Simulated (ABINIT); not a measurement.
An input for ABINIT 10.8.3 (CsSnI3 (Pm-3m)):

```
acell 3*1.0 Angstrom
rprim 
  6.286228000000 0.000000000000 0.000000000000
  0.000000000000 6.286228000000 0.000000000000
  0.000000000000 0.000000000000 6.286228000000
ntypat 3
znucl 55 50 53
natom 5
typat 1 2 3 3 3
xred 
  0.500000000000 0.500000000000 0.500000000000
  0.000000000000 0.000000000000 0.000000000000
  0.500000000000 0.000000000000 0.000000000000
  0.000000000000 0.000000000000 0.500000000000
  0.000000000000 0.500000000000 0.000000000000
pp_dirpath "pseudos"
pseudos "Cs.upf, Sn.upf, I.upf"
ecut 32
ngkpt 2 2 2
nshiftk 1
shiftk 0 0 0
kptopt 1
chksymbreak 0
istwfk *1
occopt 1
irdwfk 1
optdriver 3
nband 52
ecuteps 5.6
inclvkb 2
awtr 1
symchi 1
gwcomp 1
gwencomp 2
indata_prefix "in"
outdata_prefix "out"
tmpdata_prefix "tmp"
```

```sh
OMP_NUM_THREADS=1 mpirun -n 4 abinit run.abi > log
```

**Question.** Estimate wall time and host memory on 4 MPI ranks of Arm Neoverse V1, shared host.

It took 74 s; on shared hardware allow 37 s to 2.5 min. Peak host memory was 2.3 GiB.

[Paths, hosts, dates, memory and timing lines, banners, echoed tables and standing remarks are left out of the program output.]

[Logs are printed without paths, hosts, clocks, repeated set-up lines and the standing remarks that a program may print on its own settings, such as how far it seeks lower states.]

[Runs of the session that timed out or met a known fault of the program may be left out.]

[Hosts, paths, dates, database ids (printed as entryN), source tags and the programs' standing remarks are cut or masked in the printed files.]

[G0W0 gaps are taken among the corrected bands and points alone; a level outside them can change the order at an edge.]

[Where Ansatz stands beside ABINIT at settings called matched, ABINIT's density can come from a denser mesh and the files from another edition; pairs whose starting gaps differed by over 0.03 eV were left out, so agreement reads better than it is.]
